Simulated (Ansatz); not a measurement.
**From PBEsol to G0W0: InGaP2 (zincblende [001] superlattice) (Pmm2)**

How far does one-shot GW move the PBEsol gap of InGaP2 (zincblende [001] superlattice) (Pmm2)?

Main program and level: Ansatz 0.2.0; PBEsol, then G0W0 on it, plane waves, PAW.

The structure was built from a prototype and need not be the compound's stable phase.

## 1. The starting structure

The structure is tetragonal, space group P-4m2 (No. 115). Conventional cell: a = 3.992 Å, b = 3.992 Å, c = 5.684 Å, α = 90.00°, β = 90.00°, γ = 90.00°. Nearest to Ga lie 4 P at 2.38 Å. Nearest to P lie 2 Ga at 2.38 Å and 2 In at 2.52 Å. Nearest to In lie 4 P at 2.52 Å. It derives from GaP. Farther neighbours are not listed. That group holds within 0.01 Å; judged at 0.001 Å it is Pmm2 (No. 25).

Structure file:

```cif
data_structure
_symmetry_space_group_name_H-M 'P-4m2'
_symmetry_Int_Tables_number 115
_cell_length_a 3.9924
_cell_length_b 3.9924
_cell_length_c 5.6840
_cell_angle_alpha 90.000
_cell_angle_beta 90.000
_cell_angle_gamma 90.000
_cell_volume 90.60
loop_
_atom_site_label
_atom_site_type_symbol
_atom_site_symmetry_multiplicity
_atom_site_Wyckoff_symbol
_atom_site_fract_x
_atom_site_fract_y
_atom_site_fract_z
_atom_site_occupancy
Ga1 Ga 1 a 0.00000 0.00000 0.00000 1
P1 P 2 g 0.50000 0.00000 0.22853 1
In1 In 1 c 0.50000 0.50000 0.50000 1
```

The structure was relaxed with PBEsol. The runs that relaxed it are not among those shown.

The logs state that the PAW files were generated under PBE.

## 2. The PBEsol band structure

Levels along a band path and on the mesh show where this functional puts the band edges.

This step: DFT, PBEsol, plane waves, PAW; PAW set soft_1.

input.yaml

```yaml
crystal:
  lattice:
    - [3.9934977685, 0.0, 0.0]
    - [0.0, 3.9912654442, 0.0]
    - [0.0, 0.0, 5.684030247]
  atoms:
    - { symbol: Ga, position: [0.0, 0.0, 0.1160816638] }
    - { symbol: P, position: [0.5, 0.0, 0.3446070586] }
    - { symbol: In, position: [0.5, 0.5, 0.6160108599] }
    - { symbol: P, position: [0.0, 0.5, 0.8870576487] }
kpoints:
  mp_grid: { grid: [6, 6, 4] }
  band_path:
    path:
      - [[0.0, 0.0, 0.0], [0.5, 0.0, 0.0], [0.5, 0.5, 0.0], [0.0, 0.5, 0.0], [0.0, 0.0, 0.0], [0.0, 0.0, 0.5], [0.5, 0.0, 0.5], [0.5, 0.5, 0.5], [0.0, 0.5, 0.5], [0.0, 0.0, 0.5]]
      - [[0.5, 0.0, 0.0], [0.5, 0.0, 0.5]]
      - [[0.0, 0.5, 0.0], [0.0, 0.5, 0.5]]
      - [[0.5, 0.5, 0.0], [0.5, 0.5, 0.5]]
    npoints: 10
hamiltonian:
  xc: pbesol
  pseudopotentials: { kind: paw, azcp: { folder: soft_1 }, xc_functional: pbe }
scf:
  occupations: { method: fermi_dirac, width: 0.02 }
  n_extra_bands: 5
output:
  eigenvalues: true
  write_density: true
  write_potential: true
  elf: true
  volumetric_format: npy
```

On the command line:

```
ansatz run input.yaml --threads 4 --pin off --max-ram 17510MiB --backend cpu --events-out ev --progress --plain --runs-dir out
```

Numbers of over 12 decimals in the logs are rounded to 6 here.

The log of the run:

```text
scf.n_extra_bands = 5 over 18 filled bands (N_el = 36.0): the run solves 23 bands
Engine: ansatz 0.2.0, aarch64-unknown-linux-gnu
Pseudopotentials: kind: paw
Pseudopotential: Ga, paw, valence charge 13, recommended cutoff 420 eV (normal), soft_1/Ga.paw.azcp
Pseudopotential: P, paw, valence charge 5, recommended cutoff 420 eV (normal), soft_1/P.paw.azcp
Pseudopotential: In, paw, valence charge 13, recommended cutoff 420 eV (normal), soft_1/In.paw.azcp
Functional definition: PBEsol
  exchange = pbesol_x
  correlation = pbesol_c
Crystal: 4 atoms, lattice volume = 90.598 Å³
Basis set: ecut = 420 eV, 1787 PW (Γ)
Bands: 23, of which v1, the nominal top of the filled ones, is band 18 counted from 1 (17 counted from 0)
Symmetry: 4 space group operations
Space group: Pmm2 (ITA 25), of the structure as read, at distance tolerance 4.5e-5 Å
k-points: 48 of 144 (time reversal used)
Non-local potential: Ga, projectors of the file, l = 0: 2, l = 1: 2, l = 2: 3, l = 3: 1
Non-local potential: P, projectors of the file, l = 0: 2, l = 1: 2, l = 2: 1
Non-local potential: In, projectors of the file, l = 0: 2, l = 1: 2, l = 2: 2, l = 3: 1
PAW form: soft (Blöchl's): semilocal exchange-correlation on the pseudo side does not see the compensation charge
PAW frozen core: Ga, regenerated for the run's functional, and the local potential with it (the file was generated under x = pbe(κ = 0.804, μ = 0.219515), c = pbe(β = 0.066725))
PAW frozen core: P, regenerated for the run's functional, and the local potential with it (the file was generated under x = pbe(κ = 0.804, μ = 0.219515), c = pbe(β = 0.066725))
PAW frozen core: In, regenerated for the run's functional, and the local potential with it (the file was generated under x = pbe(κ = 0.804, μ = 0.219515), c = pbe(β = 0.066725))
PAW one-centre angular grid: Ga, 590 points (default); XC on 64 Gauss nodes
PAW one-centre angular grid: P, 110 points (default); XC on 64 Gauss nodes
PAW one-centre angular grid: In, 590 points (default); XC on 64 Gauss nodes
Initial density: superposition of atomic densities (chi_scale 0.1, normalization cell, long waves kept (reshape's long-wave potential 0.01 eV rms))
Initial wavefunctions: pseudopotential atomic-orbital guess
Functional: x = pbesol(κ = 0.804, μ = 0.123457), c = pbesol(β = 0.046)
SCF iter   1: F=—  HF=-10750.252101 eV  |F-HF|=—  |Δ(HF+E_count)|=         —  Δρ=3.83e-2  dr2=1.37e0  ethr=3.10e-3  ⟨swp⟩=7.6  Hψ=6271  notcnv=0
preconditioner: auto → Resta (q_TF=auto, 2.339 Å⁻¹)  ε∞=3.9  [insulator: Δε(μ)=1.150 eV  Ē_g=13.701 eV  σ=0.020 eV  W_gap=1.00  n_scr=20 (ndim 8)  ℏωp=23.4 eV  f_vac=0.000  D(μ)=0.00/eV (n_scr^D=0)  ε∞_Penn≈3.9]
SCF iter   2: F=—  HF=-10749.943919 eV  |F-HF|=—  |Δ(HF+E_count)|=   3.08e-1  Δρ=2.14e-2  dr2=3.33e-1  ethr=3.10e-3  ⟨swp⟩=2.8  Hψ=1927  notcnv=0  defer=48
SCF iter   3: F=—  HF=-10749.891110 eV  |F-HF|=—  |Δ(HF+E_count)|=   5.28e-2  Δρ=4.51e-3  dr2=2.02e-2  ethr=9.24e-4  ⟨swp⟩=2.0  Hψ=2104  notcnv=0  defer=48
SCF iter   4: F=—  HF=-10749.882568 eV  |F-HF|=—  |Δ(HF+E_count)|=   8.54e-3  Δρ=2.12e-3  dr2=4.63e-3  ethr=5.60e-5  ⟨swp⟩=3.0  Hψ=2267  notcnv=0  defer=48
SCF iter   5: F=—  HF=-10749.881677 eV  |F-HF|=—  |Δ(HF+E_count)|=   8.90e-4  Δρ=7.29e-4  dr2=6.14e-4  ethr=1.29e-5  ⟨swp⟩=2.0  Hψ=2110  notcnv=0  defer=48
SCF iter   6: F=—  HF=-10749.882210 eV  |F-HF|=—  |Δ(HF+E_count)|=   5.33e-4  Δρ=2.18e-4  dr2=3.90e-5  ethr=1.71e-6  ⟨swp⟩=3.0  Hψ=2012  notcnv=0  defer=48
SCF iter   7: F=—  HF=-10749.882236 eV  |F-HF|=—  |Δ(HF+E_count)|=   2.56e-5  Δρ=3.35e-5  dr2=7.05e-7  ethr=1.08e-7  ⟨swp⟩=2.0  Hψ=1727  notcnv=0  defer=48
SCF iter   8: F=-10749.882238 eV  HF=-10749.882238 eV  |F-HF|=9.28e-8  |Δ(HF+E_count)|=   1.80e-6  Δρ=9.52e-6  dr2=5.22e-8  ethr=2.78e-10  ⟨swp⟩=10.3  Hψ=4764  notcnv=0
SCF 1 converged in 8 iterations: F = -10749.882238 eV  dr2 = 5.22e-8
  greatest PAW one-centre occupation: 0.994 electrons in one spin orbital (limit 2), on the Ga atom at site 0 (counted from 0), in its partial waves of l = 2
NSCF: frozen V_eff on 124 k-points
SCF converged after 8 iterations
Free energy (F): -10749.882238 eV
Harris-Foulkes:  -10749.882238 eV  (|F-HF|=9.28e-8)
Internal energy: -10749.882238 eV  (E = F + TS)
E sigma→0 (E₀):  -10749.882238 eV
Fermi energy:    7.498905 eV
--- Per-component energies (eV) ---
  E_band       = -112.879760
  E_kinetic    = 468.304904
  E_local      = -3023.282827  (includes V_loc(G=0)·N_el)
  E_nonlocal   = 301.823827
  E_hartree    = 1554.713356
  E_xc         = -348.452177
  E_vxc        = -267.393111  (∫ρ·V_xc dr)
  E_paw        = -7177.739080  (= ΣΔE_a)
  E_vpaw       = -701.754541  (= ΣTr[D̂ρ^β])
  E_aug_tail   = -0.000066  (compensation charges beyond the density's cutoff)
  E_ewald      = -2526.441250
  E_core_change = 1.191075  (= ΣΔE_core)
  E_smearing   = -0.000000  (= −TS)
  E_closure    = 0.000000  (closes the sum)
  Σ components = -10749.882238   (vs F -10749.882238, Δ=0.00e0)
--- Band table (eV; the first three rows and the last of 48) ---
  k-point 0: bands = [... 14 lower, 4.4178, 6.8470, 7.0385, 7.0456, 7.9414, 8.6627, 9.0116, 10.9385, ... 1 higher]
  k-point 1: bands = [... 14 lower, 4.6478, 5.3480, 6.4774, 6.4846, 8.6659, 8.9893, 9.8424, 10.4301, ... 1 higher]
  k-point 2: bands = [... 14 lower, 5.0596, 5.0688, 5.7970, 5.8036, 9.0592, 9.0971, 10.2459, 10.6918, ... 1 higher]
  k-point 47: bands = [... 14 lower, 3.6291, 3.7530, 3.7895, 3.7898, 11.3834, 11.3843, 11.4667, 11.5882, ... 1 higher]
```

Elapsed: 11 s, on 4 threads of Arm Neoverse N1, shared host; peak memory 0.44 GiB; 39 s of CPU time.

This step gave:

- filled bands: 18
- gap: 0.8958 eV
- valence top at: Γ
- conduction bottom at: Γ
- least direct gap: 0.8958 eV

Over mesh and path the gap is 0.896 eV, direct, at k = Γ.

The electronic bands at the labelled points (eV, zero at the top of the highest nominally filled band):

| point | band 15 | band 16 | band 17 | band 18 | band 19 | band 20 | band 21 | band 22 |
| --- | --- | --- | --- | --- | --- | --- | --- | --- |
| Γ | -2.63 | -0.20 | -0.01 | 0.00 | 0.90 | 1.62 | 1.97 | 3.89 |
| halfway | -2.68 | -2.23 | -1.28 | -0.25 | 1.84 | 2.76 | 3.99 | 4.35 |
| X | -3.35 | -3.07 | -1.51 | -0.85 | 2.38 | 3.54 | 4.82 | 5.15 |
| halfway | -3.01 | -2.81 | -2.65 | -2.08 | 2.48 | 2.92 | 2.99 | 3.51 |
| S | -2.75 | -2.58 | -2.58 | -2.38 | 1.51 | 1.51 | 1.70 | 2.08 |
| halfway | -3.01 | -2.81 | -2.65 | -2.09 | 2.48 | 2.92 | 2.99 | 3.51 |
| Y | -3.35 | -3.07 | -1.52 | -0.86 | 2.37 | 3.53 | 4.82 | 5.15 |
| halfway | -2.67 | -2.24 | -1.28 | -0.25 | 1.82 | 2.75 | 3.98 | 4.35 |
| Γ | -2.63 | -0.20 | -0.01 | 0.00 | 0.90 | 1.62 | 1.97 | 3.89 |
| halfway | -2.40 | -1.70 | -0.57 | -0.56 | 1.62 | 1.94 | 2.80 | 3.38 |
| Z | -1.99 | -1.98 | -1.25 | -1.24 | 2.01 | 2.05 | 3.20 | 3.65 |
| halfway | -1.75 | -1.70 | -1.57 | -1.01 | 2.10 | 2.79 | 4.10 | 4.22 |
| U | -1.48 | -1.13 | -1.10 | -0.75 | 1.12 | 1.64 | 4.26 | 4.63 |
| halfway | -3.28 | -2.78 | -1.84 | -1.83 | 3.04 | 3.23 | 3.98 | 4.11 |
| R | -3.42 | -3.29 | -3.26 | -3.26 | 4.34 | 4.34 | 4.42 | 4.54 |
| halfway | -3.28 | -2.78 | -1.84 | -1.83 | 3.03 | 3.23 | 3.98 | 4.11 |
| T | -1.48 | -1.13 | -1.09 | -0.75 | 1.12 | 1.63 | 4.25 | 4.63 |
| halfway | -1.76 | -1.70 | -1.57 | -1.01 | 2.09 | 2.78 | 4.10 | 4.22 |
| Z | -1.99 | -1.98 | -1.25 | -1.24 | 2.01 | 2.05 | 3.20 | 3.65 |
| jump to X | -3.35 | -3.07 | -1.51 | -0.85 | 2.38 | 3.54 | 4.82 | 5.15 |
| halfway | -2.20 | -2.15 | -1.49 | -0.80 | 1.94 | 2.70 | 4.26 | 4.65 |
| U | -1.48 | -1.13 | -1.10 | -0.75 | 1.12 | 1.64 | 4.26 | 4.63 |
| jump to Y | -3.35 | -3.07 | -1.52 | -0.86 | 2.37 | 3.53 | 4.82 | 5.15 |
| halfway | -2.20 | -2.15 | -1.50 | -0.81 | 1.94 | 2.69 | 4.25 | 4.64 |
| T | -1.48 | -1.13 | -1.09 | -0.75 | 1.12 | 1.63 | 4.25 | 4.63 |
| jump to S | -2.75 | -2.58 | -2.58 | -2.38 | 1.51 | 1.51 | 1.70 | 2.08 |

ELF in the ca plane at fractional y = 0.000, with atoms of Ga and P within 0.2 Å of it. It is the smooth field of the valence electrons, not physical close to the nuclei.

Ten even steps from '0' (0.01) to '9' (0.88), each cell a mean:
```
1001232100000122
2223575320000012
2346998652000011
2479976775200000
1479611686300000
1478300686310000
1479844785200000
2358998763100001
2224787531000012
2002344200000122
1000221000000122
```
Columns run along c (5.7 Å), rows up along a (4.0 Å). Atoms in or near the plane, at fractional coordinates: Ga at (0.12, 0.00), P at (0.34, 0.50).

Valence density in the ca plane at fractional y = 0.000, with atoms of Ga and P within 0.2 Å of it. It is the smooth field of the valence electrons, not physical close to the nuclei.

Values in e/Å³, 11 rows by 16 columns, each cell a mean:
```
 2 14 17  4  1  0  0  0  0  0  0  0  0  0  0  0
 1  2  2  1  0  0  0  0  0  0  0  0  0  0  0  0
 0  0  0  1  1  1  0  0  0  0  0  0  0  0  0  0
 0  0  0  1  1  1  1  0  0  0  0  0  0  0  0  0
 0  0  0  1  1  0  0  1  0  0  0  0  0  0  0  0
 0  0  0  1  1  0  0  1  0  0  0  0  0  0  0  0
 0  0  0  1  1  1  1  1  0  0  0  0  0  0  0  0
 0  0  0  1  1  1  1  0  0  0  0  0  0  0  0  0
 0  1  1  1  0  0  0  0  0  0  0  0  0  0  0  0
 1  6  7  2  0  0  0  0  0  0  0  0  0  0  0  0
 3 26 32  7  1  0  0  0  0  0  0  0  0  0  0  0
```
Columns run along c (5.7 Å), rows up along a (4.0 Å). Atoms in or near the plane, at fractional coordinates: Ga at (0.12, 0.00), P at (0.34, 0.50).

## 3. The quasiparticle correction

G0W0 replaces the xc potential by a self-energy built once from the orbitals of the start. Levels are corrected in the window of bands that the input names, at points of the mesh.

This step: G0W0 on PBEsol, plane waves, PAW; PAW set soft_1.

input.yaml, the sections that differ from step 2:

```yaml
kpoints:
  mp_grid: { grid: [4, 4, 4] }
scf:
  occupations: { method: fixed }
gw:
  n_empty_bands: 175
  ecut_chi: 90.0
  qp_bands: [v2, c2]
  qp_kpoints: band_edges
  screening: { model: contour_deformation }
# crystal, hamiltonian: as in step 2
# output: removed
```

The log of the run:

```text
[...]
Crystal: 4 atoms, lattice volume = 90.598 Å³
Basis set: ecut = 420 eV, 1787 PW (Γ)
Bands: 22, of which v1, the nominal top of the filled ones, is band 18 counted from 1 (17 counted from 0)
Symmetry: 4 space group operations
[...]
k-points: 27 of 64 (time reversal used)
[...]
SCF iter   1: F=—  HF=-10750.188227 eV  |F-HF|=—  |Δ(HF+E_count)|=         —  Δρ=3.88e-2  dr2=1.41e0  ethr=3.10e-3  ⟨swp⟩=5.2  Hψ=2628  notcnv=0  defer=45
[...]
SCF iter   8: F=-10749.802777 eV  HF=-10749.802777 eV  |F-HF|=1.07e-7  |Δ(HF+E_count)|=   2.05e-6  Δρ=1.02e-5  dr2=6.01e-8  ethr=2.78e-10  ⟨swp⟩=8.0  Hψ=2942  notcnv=0
SCF 1 converged in 8 iterations: F = -10749.802777 eV  dr2 = 6.01e-8
[...]
NSCF: frozen V_eff on 27 k-points
G₀W₀ screening: q 1/27
[... further progress lines ...]
SCF converged after 8 iterations
Free energy (F): -10749.802777 eV
[...]
Internal energy: -10749.802777 eV  (E = F + TS)
E sigma→0 (E₀):  -10749.802777 eV
Fermi energy:    7.061292 eV
[...]
--- Band table (eV; the first three rows and the last of 27) ---
  k-point 0: bands = [... 14 lower, 4.4298, 6.8585, 7.0541, 7.0613, 7.9510, 8.6660, 9.0187, 10.9419]
  k-point 1: bands = [... 14 lower, 4.6601, 5.3582, 6.4911, 6.4982, 8.6707, 8.9978, 9.8504, 10.4342]
  k-point 2: bands = [... 14 lower, 5.0734, 5.0825, 5.8083, 5.8149, 9.0667, 9.1019, 10.2519, 10.6982]
  k-point 26: bands = [... 14 lower, 3.6406, 3.7637, 3.7958, 3.7961, 11.3909, 11.3918, 11.4772, 11.5994]
--- G₀W₀: contour deformation, 7 samples at zero and on the imaginary axis and 1 off it, 64 q-points, 175 empty bands' worth ---
  eigenvalues of the whole cell's RPA ε∞ on this k-mesh (on a slab, of 1 + 4πα/V) = 15.6080, 20.6086, 20.7404; static W/v taken at q = 0 is 0.050486
  gw.qp_kpoints: band_edges: 10 of 27 stored k-points solved, in 1 pass; an edge of the gap read off the rows below is read off those points alone
    valence top: of the k-points left out ik 1 came nearest to being solved in a further pass, in band 18 (counted from 1, as in the quasiparticle table): it holds the edge there only if its correction is more favourable than any solved in that band by at least 0.563 eV; those differ by 0.081 eV
    conduction bottom: of the k-points left out ik 1 came nearest to being solved in a further pass, in band 19 (counted from 1, as in the quasiparticle table): it holds the edge there only if its correction is more favourable than any solved in that band by at least 0.435 eV; those differ by 0.284 eV
    ik  band        ε_KS         Σx   Σc(E_QP)       V_xc       Z   E_QP_lin       E_QP  E_QP is
     0    17      7.0541   -16.9228     1.3885   -15.2116  0.7481     6.7283     6.7315  root
     0    18      7.0613   -16.9207     1.3871   -15.2111  0.7481     6.7357     6.7389  root
     0    19      7.9510   -10.3008    -3.7586   -14.4600  0.7652     8.3567     8.3515  root
     0    20      8.6660    -7.2197    -3.6919   -11.0454  0.7734     8.8002     8.7997  root
     3    17      5.7790   -15.6966     1.5328   -13.8182  0.7436     5.4293     5.4335  root
     3    18      6.8072   -16.7732     1.4889   -14.9511  0.7464     6.4705     6.4740  root
     3    19      8.8771    -7.8700    -3.9268   -12.0699  0.7642     9.1526     9.1502  root
     3    20      9.8077    -9.0157    -4.1469   -13.5042  0.7589    10.1534    10.1493  root
     4    17      6.3798   -16.3069     1.4193   -14.5544  0.7471     6.0431     6.0466  root
     4    18      6.4788   -16.4850     1.5906   -14.5475  0.7446     6.1280     6.1320  root
     4    19      8.6688    -8.7589    -3.8797   -12.9810  0.7650     9.0151     9.0113  root
     4    20      9.5547    -7.8243    -4.0775   -12.1734  0.7657     9.8286     9.8262  root
     8    17      5.9626   -16.2023     1.6125   -14.2419  0.7437     5.6107     5.6148  root
     8    18      6.3078   -16.4198     1.7104   -14.3533  0.7422     5.9474     5.9517  root
     8    19      8.1686    -9.0666    -3.7213   -13.1333  0.7679     8.5177     8.5140  root
     8    20      8.6830    -9.2610    -3.8980   -13.4998  0.7690     9.0274     9.0238  root
     9    17      5.7770   -15.6944     1.5335   -13.8152  0.7436     5.4272     5.4314  root
     9    18      6.8139   -16.7718     1.4878   -14.9510  0.7464     6.4774     6.4809  root
     9    19      8.8890    -7.8687    -3.9290   -12.0711  0.7642     9.1647     9.1623  root
     9    20      9.8142    -9.0137    -4.1486   -13.5040  0.7589    10.1598    10.1558  root
    14    17      5.7167   -16.1237     1.7194   -14.0386  0.7407     5.3463     5.3511  root
    14    18      6.0680   -16.1752     1.5784   -14.2430  0.7446     5.7099     5.7141  root
    14    19      9.9478    -8.1648    -4.1373   -12.6444  0.7604    10.2941    10.2900  root
    14    20      9.9638    -8.5227    -4.2056   -13.0743  0.7593    10.3139    10.3097  root
    16    17      5.0250   -15.7951     1.9520   -13.4479  0.7340     4.6238     4.6299  root
    16    18      5.2373   -15.8430     1.9135   -13.5448  0.7355     4.8469     4.8527  root
    16    19      9.3653    -7.6776    -3.9400   -11.8556  0.7693     9.6050     9.6033  root
    16    20      9.3771    -7.5503    -3.8904   -11.6743  0.7689     9.6123     9.6107  root
    20    17      5.9611   -16.2018     1.6129   -14.2411  0.7437     5.6092     5.6133  root
    20    18      6.3132   -16.4198     1.7099   -14.3538  0.7422     5.9529     5.9572  root
    20    19      8.1764    -9.0627    -3.7231   -13.1313  0.7679     8.5256     8.5218  root
    20    20      8.6883    -9.2583    -3.8996   -13.4988  0.7690     9.0328     9.0292  root
    22    17      5.0247   -15.7951     1.9522   -13.4478  0.7340     4.6234     4.6296  root
    22    18      5.2380   -15.8432     1.9137   -13.5449  0.7354     4.8476     4.8534  root
    22    19      9.3673    -7.6762    -3.9405   -11.8547  0.7693     9.6070     9.6052  root
    22    20      9.3780    -7.5473    -3.8906   -11.6713  0.7689     9.6130     9.6114  root
    24    17      4.4781   -15.6557     2.1925   -13.0568  0.7253     4.0647     4.0717  root
    24    18      4.6774   -15.6622     2.1717   -13.0869  0.7259     4.2667     4.2738  root
    24    19      8.5630    -6.7761    -3.6735   -10.5657  0.7785     8.6794     8.6791  root
    24    20      8.5640    -6.7757    -3.6737   -10.5656  0.7785     8.6805     8.6801  root
```

Run time: 2.4 min. Hardware: 4 threads; peak memory 0.91 GiB.

This step gave:

| Quantity | Value |
| --- | --- |
| bands summed | 193 |
| RPA ε∞ on this mesh (eigenvalues) | 15.61, 20.61, 20.74 |
| plane waves in the screening matrix | 181 |
| q-points in the mesh | 64 |
| G0W0 gap over the corrected points | 1.613 eV |
| k of the valence top | 0, 0, 0 |
| k of the conduction bottom | 0, 0, 0 |
| starting gap on the mesh | 0.8897 eV |
| Z at the valence top | 0.7481 |
| Z at the conduction bottom | 0.7652 |
| least direct G0W0 gap over the corrected points | 1.613 eV |

Over 10 of 27 irreducible mesh points the G0W0 gap is 1.613 eV, direct, at k = Γ. The PBEsol gap of this run on the mesh is 0.890 eV. The two states that bound the G0W0 gap lie that far apart at the start, so the correction of the gap is 1.613 − 0.890 = +0.723 eV. The start of this run differs from the step before in mesh (6×6×4 and 4×4×4).

Labels follow the order of the start: v1 is the top filled band, c1 the lowest empty one; levels that stay degenerate share a row, the window can cut a multiplet, doubted levels are not marked in this list, bands outside the window were not corrected, and the list may be a part of the corrected levels. Levels before and after the correction, in eV, zero at the valence-band top of each column:

|  | conduction bottom | valence top |
| --- | --- | --- |
| Kohn-Sham | 0.89 | 0.00 |
| G0W0 | 1.61 | 0.00 |

|  | level | occupation | energy (eV) |
| --- | --- | --- | --- |
| Kohn-Sham | Γ v2 | 2 | -0.007 |
| Kohn-Sham | Γ v1 | 2 | 0.000 |
| Kohn-Sham | Γ c1 | 0 | 0.890 |
| Kohn-Sham | Γ c2 | 0 | 1.605 |
| G0W0 | Γ v2 | 2 | -0.007 |
| G0W0 | Γ v1 | 2 | 0.000 |
| G0W0 | Γ c1 | 0 | 1.613 |
| G0W0 | Γ c2 | 0 | 2.061 |

The parts of the quasiparticle energy for the two states that bound the G0W0 gap, in eV on the run's own scale (QP = start + Σx + Σc − Vxc, with Σc at the quasiparticle energy):

| edge | k | band | start | Σx | Σc | Vxc | Z | QP |
| --- | --- | --- | --- | --- | --- | --- | --- | --- |
| valence top | Γ | 18 | 7.061 | −16.921 | 1.387 | −15.211 | 0.748 | 6.739 |
| conduction bottom | Γ | 19 | 7.951 | −10.301 | −3.759 | −14.460 | 0.765 | 8.351 |

[end of part 1 of 2]

[Paths, hosts, dates, memory and timing lines, banners, echoed tables and standing remarks are left out of the program output.]

[Logs are printed without paths, hosts, clocks, repeated set-up lines and the standing remarks that a program may print on its own settings, such as how far it seeks lower states.]

[Runs of the session that timed out or met a known fault of the program may be left out.]

[Cells called generated may have been cut or substituted from an entry of the Crystallography Open Database or the Materials Project.]

[Hosts, paths, dates, database ids (printed as entryN), source tags and the programs' standing remarks are cut or masked in the printed files.]

[Where an RPA ε∞ is given, it is that of the G0W0 mesh and is not shown converged in it. Names of k-points follow the symmetry that the program found, which can be lower than the space group named. Band edges on a path are those of the sampled points; other points can move an edge, and change direct to indirect where valleys lie close.]

[Hybrid gaps are those of their k-mesh and are not shown converged in it.]
